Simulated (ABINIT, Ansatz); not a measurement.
## ZrZnF6 (Fm-3m): changed settings of a GW run in ABINIT

A base run on ZrZnF6 (Fm-3m), then changed inputs.

Program: ABINIT 10.8.3. Level of theory: PBEsol and many-body steps on it, plane waves. Results are calculated unless marked as measured.

### Step 1. Set-up

The structure is cubic, space group Fm-3m (No. 225). Conventional cell: a = 8.058 Å, b = 8.058 Å, c = 8.058 Å, α = 90.00°, β = 90.00°, γ = 90.00°. Zr has 6 F at 2.01 Å nearest. Zn has 6 F at 2.02 Å nearest. F has 1 Zr at 2.01 Å and 1 Zn at 2.02 Å nearest. Farther neighbours and most contacts between anions are not listed.

The cell and positions are those that the Materials Project relaxed with its own functionals (PBE, PBE+U or r2SCAN), kept fixed.

### Step 2. Screening, 2×2×2 mesh, 123 bands, screening to 114.3 eV

This step: ABINIT 10.8.3; RPA screening on PBEsol, plane waves, norm-conserving pseudopotentials.

The RPA dielectric matrix is built and inverted for each q.

run.abi

```
acell 3*1.0 Angstrom
rprim 
  -0.000000000000 4.028896100000 4.028896100000
  4.028896100000 -0.000000000000 4.028896100000
  4.028896100000 4.028896100000 -0.000000000000
ntypat 3
znucl 40 30 9
natom 8
typat 1 2 3 3 3 3 3 3
xred 
  0.000000000000 0.000000000000 0.000000000000
  0.500000000000 0.500000000000 0.500000000000
  0.750139860000 0.249860140000 0.249860140000
  0.249860140000 0.750139860000 0.750139860000
  0.249860140000 0.750139860000 0.249860140000
  0.750139860000 0.249860140000 0.750139860000
  0.249860140000 0.249860140000 0.750139860000
  0.750139860000 0.750139860000 0.249860140000
pp_dirpath "pseudos"
pseudos "Zr.upf, Zn.upf, F.upf"
ecut 38
ngkpt 2 2 2
nshiftk 1
shiftk 0 0 0
kptopt 1
chksymbreak 0
istwfk *1
occopt 1
irdwfk 1
optdriver 3
nband 123
ecuteps 4.2
inclvkb 2
awtr 1
symchi 1
indata_prefix "in"
outdata_prefix "out"
tmpdata_prefix "tmp"
```

Launch:

```sh
$ OMP_NUM_THREADS=1 mpirun -n 4 abinit run.abi > log
```

Log:

```text
.Version 10.8.3 of ABINIT. v10.8.2 released Aug 2026.

 Symmetries : space group Fm -3 m (#225); Bravais cF (face-center cubic)
[... echo of the input left out ...]
== DATASET  1 ==================================================================
-   mpi_nproc: 4, omp_nthreads: 1 (-1 if OMP is not activated)

--- !DatasetInfo
iteration_state: {dtset: 1, }
dimensions: {natom: 8, nkpt: 3, mband: 123, nsppol: 1, nspinor: 1, nspden: 1, mpw: 9922, }
cutoff_energies: {ecut:  38.0, pawecutdg:  -1.0, }
electrons: {nelect:   7.40000000E+01, charge:   0.00000000E+00, occopt:   1.00000000E+00, tsmear:   1.00000000E-02, }

 SCREENING: Calculation of the susceptibility and dielectric matrices

 Based on a program developped by R.W. Godby, V. Olevano, G. Onida, and L. Reining.
 Incorporated in ABINIT by V. Olevano, G.-M. Rignanese, and M. Torrent.
.Using double precision arithmetic ; gwpc =  8

[... cell and pseudopotentials left out ...]
--------------------------------------------------------------------------------

 ==== K-mesh for the wavefunctions ====
 Number of points in the irreducible wedge :     3
[... list of points left out ...]
 Together with 48 symmetry operations and time-reversal symmetry
 yields     8 points in the full Brillouin Zone.

 ==== Q-mesh for the screening function ====
 Number of points in the irreducible wedge :     3
[... list of points left out ...]
 Together with 48 symmetry operations and time-reversal symmetry
 yields     8 points in the full Brillouin Zone.

 setmesh: FFT mesh size selected  =    40x   40x   40
          total number of points  =        64000

 vcoul_init : cutoff-mode = AUXILIARY_FUNCTION
 q-points for optical limit:   1
     1)      0.000010    0.000020    0.000030

- screening: taking advantage of time-reversal symmetry
- Maximum band index for partially occupied states nbvw = 37
- Remaining bands to be divided among processors   nbcw = 86
- Number of bands treated by each node ~21

 Number of electrons calculated from density =   74.0000; Expected =   74.0000
 average of density, n =  0.083839
 r_s =    1.4174
 omega_plasma =   27.9305 [eV]

 calculating chi0 at frequencies [eV] :
  1    0.000000E+00    0.000000E+00
  2    0.000000E+00    2.793052E+01

--------------------------------------------------------------------------------
  q-point number  1        q = ( 0.000000, 0.000000, 0.000000) [r.l.u.]
--------------------------------------------------------------------------------
[... chi0 elements left out ...]
 For q-point:  0.000010 0.000020 0.000030
  dielectric constant =   2.1577
  dielectric constant without local fields =   2.3176

  Average fulfillment of the sum rule on Im[epsilon] for q-point    1 :     33.82  [%]
[... wings left out ...]
  q-point number  2        q = ( 0.500000, 0.000000, 0.000000) [r.l.u.]
--------------------------------------------------------------------------------
[... chi0 elements left out ...]
  Average fulfillment of the sum rule on Im[epsilon] for q-point    2 :     38.88  [%]

 [... 1 further q-points ...]
```

Run time: 33 s. Hardware: 4 MPI ranks of Arm Neoverse V2, shared host; peak memory 1.6 GiB.

Numbers from this step:

```yaml
eps_infinity_with_local_fields_on_this_mesh_along_the_program_s_q_direction: 2.158
the_same_without_local_fields: 2.318
plasma_frequency: 27.93 eV
plane_waves_in_the_screening_matrix: 339
```

Local fields lower ε∞ by 7 %. On a Γ-centred mesh this coarse the value itself is usually too large, while a short band sum pulls it down.

### Step 3. Base

The self-energy is evaluated for the states that the input lists, and the levels follow from it, in one-shot runs by the linearised quasiparticle equation.

This step: G0W0 on PBEsol, plane waves, norm-conserving pseudopotentials.

Changes to run.abi since step 2:

```diff
@@ -29,8 +29,17 @@
 irdwfk 1
-optdriver 3
+optdriver 4
 nband 123
+gwcalctyp 0
+ecutsigx 38
+symsigma 1
+nkptgw 2
+kptgw 
+  0.5000000000 0.0000000000 0.0000000000
+  0.0000000000 0.0000000000 0.0000000000
+bdgw 
+  36 40
+  35 40
 ecuteps 4.2
-inclvkb 2
-awtr 1
-symchi 1
+irdscr 1
+ppmodel 1
 indata_prefix "in"
```

Log:

```text
.Version 10.8.3 of ABINIT. v10.8.2 released Aug 2026.

 Symmetries : space group Fm -3 m (#225); Bravais cF (face-center cubic)
[... echo of the input left out ...]
== DATASET  1 ==================================================================
-   mpi_nproc: 4, omp_nthreads: 1 (-1 if OMP is not activated)

--- !DatasetInfo
iteration_state: {dtset: 1, }
dimensions: {natom: 8, nkpt: 3, mband: 123, nsppol: 1, nspinor: 1, nspden: 1, mpw: 9922, }
cutoff_energies: {ecut:  38.0, pawecutdg:  -1.0, }
electrons: {nelect:   7.40000000E+01, charge:   0.00000000E+00, occopt:   1.00000000E+00, tsmear:   1.00000000E-02, }

 SIGMA: Calculation of the GW corrections

 Based on a program developped by R.W. Godby, V. Olevano, G. Onida, and L. Reining.
 Incorporated in ABINIT by V. Olevano, G.-M. Rignanese, and M. Torrent.
.Using double precision arithmetic ; gwpc =  8

[... cell and pseudopotentials left out ...]
--------------------------------------------------------------------------------

 ==== K-mesh for the wavefunctions ====
 Number of points in the irreducible wedge :     3
[... list of points left out ...]
 Together with 48 symmetry operations and time-reversal symmetry
 yields     8 points in the full Brillouin Zone.

 ==== Q-mesh for screening function ====
 Number of points in the irreducible wedge :     3
[... list of points left out ...]
 Together with 48 symmetry operations and time-reversal symmetry
 yields     8 points in the full Brillouin Zone.

 vcoul_init : cutoff-mode = AUXILIARY_FUNCTION
 q-points for optical limit:   1
     1)      0.000010    0.000020    0.000030
 setmesh: FFT mesh size selected  =    60x   60x   60
          total number of points  =       216000

 Number of electrons calculated from density =   74.0000; Expected =   74.0000
 average of density, n =  0.083839
 r_s =    1.4174
 omega_plasma =   27.9305 [eV]

 === KS Band Gaps ===
  >>>> For spin  1
   Minimum direct gap =   6.3132 [eV], located at k-point      :   0.5000  0.0000  0.0000
   Fundamental gap    =   6.3132 [eV], Top of valence bands at :   0.5000  0.0000  0.0000
                                       Bottom of conduction at :   0.5000  0.0000  0.0000
 SIGMA fundamental parameters:
 PLASMON POLE MODEL  1
 number of plane-waves for SigmaX                 9841
 number of plane-waves for SigmaC and W            339
 number of plane-waves for wavefunctions          9841
 number of bands                                   123
 number of independent spin polarizations            1
 number of spinorial components                      1
 number of k-points in IBZ                           3
 number of q-points in IBZ                           3
 number of symmetry operations                      48
 number of k-points in BZ                            8
 number of q-points in BZ                            8
 number of frequencies for dSigma/dE                 9
 frequency step for dSigma/dE [eV]                0.25
 number of omega for Sigma on real axis              0
 max omega for Sigma on real axis  [eV]           0.00
 zcut for avoiding poles [eV]                     0.10

 EPSILON^-1 parameters (SCR file):
 dimension of the eps^-1 matrix on file            339
 dimension of the eps^-1 matrix used               339
 number of plane-waves for wavefunctions          9841
 number of bands                                   123
 number of q-points in IBZ                           3
 number of frequencies                               2
 number of real frequencies                          1
 number of imag frequencies                          1

 matrix elements of self-energy operator (all in [eV])

 Perturbative Calculation

--- !SelfEnergy_ee
iteration_state: {dtset: 1, }
kpoint     : [   0.500,    0.000,    0.000, ]
spin       : 1
KS_gap     :    6.313
QP_gap     :   11.149
Delta_QP_KS:    4.836
data: !SigmaeeData |
     Band     E0 <VxcDFT>   SigX SigC(E0)      Z dSigC/dE  Sig(E)    E-E0       E
       36  -1.574 -28.751 -36.306   5.228   0.816  -0.225 -30.651  -1.900  -3.474
       37  -1.574 -28.751 -36.306   5.228   0.816  -0.225 -30.651  -1.900  -3.474
       38   4.739 -16.345  -9.898  -2.943   0.838  -0.194 -13.410   2.935   7.675
       39   4.840 -16.761 -10.298  -2.903   0.834  -0.199 -13.793   2.969   7.809
       40   4.840 -16.761 -10.298  -2.903   0.834  -0.199 -13.793   2.969   7.809

--- !SelfEnergy_ee
iteration_state: {dtset: 1, }
kpoint     : [   0.000,    0.000,    0.000, ]
spin       : 1
KS_gap     :    6.958
QP_gap     :   11.480
Delta_QP_KS:    4.522
data: !SigmaeeData |
     Band     E0 <VxcDFT>   SigX SigC(E0)      Z dSigC/dE  Sig(E)    E-E0       E
       35  -2.188 -22.782 -30.159   5.403   0.798  -0.254 -24.356  -1.574  -3.762
       36  -2.188 -22.782 -30.159   5.403   0.798  -0.254 -24.356  -1.574  -3.762
       37  -2.188 -22.782 -30.159   5.403   0.798  -0.254 -24.356  -1.574  -3.762
       38   4.770 -16.623 -10.168  -2.926   0.835  -0.197 -13.676   2.948   7.718
       39   4.770 -16.623 -10.168  -2.926   0.835  -0.197 -13.676   2.948   7.718
       40   4.770 -16.623 -10.168  -2.926   0.835  -0.197 -13.676   2.948   7.718

== END DATASET(S) ==============================================================
================================================================================

 -outvars: echo values of variables after computation  --------
           etotal      0.0000000000E+00
            nband         123
             nkpt           3
          spgroup         225
 [... the other variables as echoed above ...]

 Calculation completed.
```

Wall time 10 s (4 MPI ranks); peak memory 1.2 GiB.

This step gave:

```yaml
g0w0_gap_on_the_points_computed: 11.15 eV
starting_gap_on_the_mesh: 6.313 eV
k_of_the_valence_top: 0.5, 0, 0
k_of_the_conduction_bottom: 0.5, 0, 0
z_at_the_valence_top: 0.816
z_at_the_conduction_bottom: 0.838
least_direct_g0w0_gap_on_the_computed_points: 11.15 eV
```

The gap on the mesh goes from 6.31 eV to 11.15 eV, a correction of +4.84 eV.

### Step 4. Fewer bands in the self-energy

Changes to run.abi since step 3:

```diff
@@ -30,3 +30,3 @@
 optdriver 4
-nband 123
+nband 57
 gwcalctyp 0
```

Log:

```text
.Version 10.8.3 of ABINIT. v10.8.2 released Aug 2026.

 Symmetries : space group Fm -3 m (#225); Bravais cF (face-center cubic)
[... echo of the input left out ...]
== DATASET  1 ==================================================================
-   mpi_nproc: 4, omp_nthreads: 1 (-1 if OMP is not activated)

--- !DatasetInfo
iteration_state: {dtset: 1, }
dimensions: {natom: 8, nkpt: 3, mband: 57, nsppol: 1, nspinor: 1, nspden: 1, mpw: 9922, }
cutoff_energies: {ecut:  38.0, pawecutdg:  -1.0, }
electrons: {nelect:   7.40000000E+01, charge:   0.00000000E+00, occopt:   1.00000000E+00, tsmear:   1.00000000E-02, }

 SIGMA: Calculation of the GW corrections

 Based on a program developped by R.W. Godby, V. Olevano, G. Onida, and L. Reining.
 Incorporated in ABINIT by V. Olevano, G.-M. Rignanese, and M. Torrent.
.Using double precision arithmetic ; gwpc =  8

[... cell and pseudopotentials left out ...]
--------------------------------------------------------------------------------

 ==== K-mesh for the wavefunctions ====
 Number of points in the irreducible wedge :     3
[... list of points left out ...]
 Together with 48 symmetry operations and time-reversal symmetry
 yields     8 points in the full Brillouin Zone.

 ==== Q-mesh for screening function ====
 Number of points in the irreducible wedge :     3
[... list of points left out ...]
 Together with 48 symmetry operations and time-reversal symmetry
 yields     8 points in the full Brillouin Zone.

 vcoul_init : cutoff-mode = AUXILIARY_FUNCTION
 q-points for optical limit:   1
     1)      0.000010    0.000020    0.000030
 setmesh: FFT mesh size selected  =    60x   60x   60
          total number of points  =       216000

 Number of electrons calculated from density =   74.0000; Expected =   74.0000
[...]
number of omega for Sigma on real axis              0
 max omega for Sigma on real axis  [eV]           0.00
 zcut for avoiding poles [eV]                     0.10

 EPSILON^-1 parameters (SCR file):
 dimension of the eps^-1 matrix on file            339
 dimension of the eps^-1 matrix used               339
 number of plane-waves for wavefunctions          9841
 number of bands                                   123
 number of q-points in IBZ                           3
 number of frequencies                               2
 number of real frequencies                          1
 number of imag frequencies                          1

 matrix elements of self-energy operator (all in [eV])

 Perturbative Calculation

--- !SelfEnergy_ee
iteration_state: {dtset: 1, }
kpoint     : [   0.500,    0.000,    0.000, ]
spin       : 1
KS_gap     :    6.313
QP_gap     :   11.602
Delta_QP_KS:    5.289
data: !SigmaeeData |
     Band     E0 <VxcDFT>   SigX SigC(E0)      Z dSigC/dE  Sig(E)    E-E0       E
       36  -1.574 -28.751 -36.306   5.526   0.819  -0.220 -30.414  -1.663  -3.237
       37  -1.574 -28.751 -36.306   5.526   0.819  -0.220 -30.414  -1.663  -3.237
       38   4.739 -16.345  -9.898  -2.170   0.848  -0.180 -12.720   3.626   8.365
[...]
--- !SelfEnergy_ee
iteration_state: {dtset: 1, }
kpoint     : [   0.000,    0.000,    0.000, ]
spin       : 1
KS_gap     :    6.958
QP_gap     :   11.853
Delta_QP_KS:    4.895
data: !SigmaeeData |
     Band     E0 <VxcDFT>   SigX SigC(E0)      Z dSigC/dE  Sig(E)    E-E0       E
[...]
39   4.770 -16.623 -10.168  -2.150   0.845  -0.183 -12.984   3.639   8.410
       40   4.770 -16.623 -10.168  -2.150   0.845  -0.183 -12.984   3.639   8.410

== END DATASET(S) ==============================================================
================================================================================

 -outvars: echo values of variables after computation  --------
           etotal      0.0000000000E+00
            nband          57
             nkpt           3
          spgroup         225
 [... the other variables as echoed above ...]

 Calculation completed.
```

It took 7.3 s on 4 MPI ranks; peak memory 1.2 GiB; 29 s of CPU time.

Numbers from this step:

```
G0W0 gap on the points computed              : 11.60 eV
starting gap on the mesh                     : 6.313 eV
k of the valence top                         : 0.5, 0, 0
k of the conduction bottom                   : 0.5, 0, 0
Z at the valence top                         : 0.819
Z at the conduction bottom                   : 0.848
least direct G0W0 gap on the computed points : 11.60 eV
```

(Part 1 of 2 ends here.)

[Paths, hosts, dates, memory and timing lines, banners, echoed tables and standing remarks are left out of the program output.]

[Logs are printed without paths, hosts, clocks, repeated set-up lines and the standing remarks that a program may print on its own settings, such as how far it seeks lower states.]

[Runs of the session that timed out or met a known fault of the program may be left out.]

[No measured gap is set beside runs whose start may be inverted or whose files or cutoffs have a known fault.]

[Hosts, paths, dates, database ids (printed as entryN), source tags and the programs' standing remarks are cut or masked in the printed files.]

[G0W0 gaps are taken among the corrected bands and points alone; a level outside them can change the order at an edge.]

[Where Ansatz stands beside ABINIT at settings called matched, ABINIT's density can come from a denser mesh and the files from another edition; pairs whose starting gaps differed by over 0.03 eV were left out, so agreement reads better than it is.]
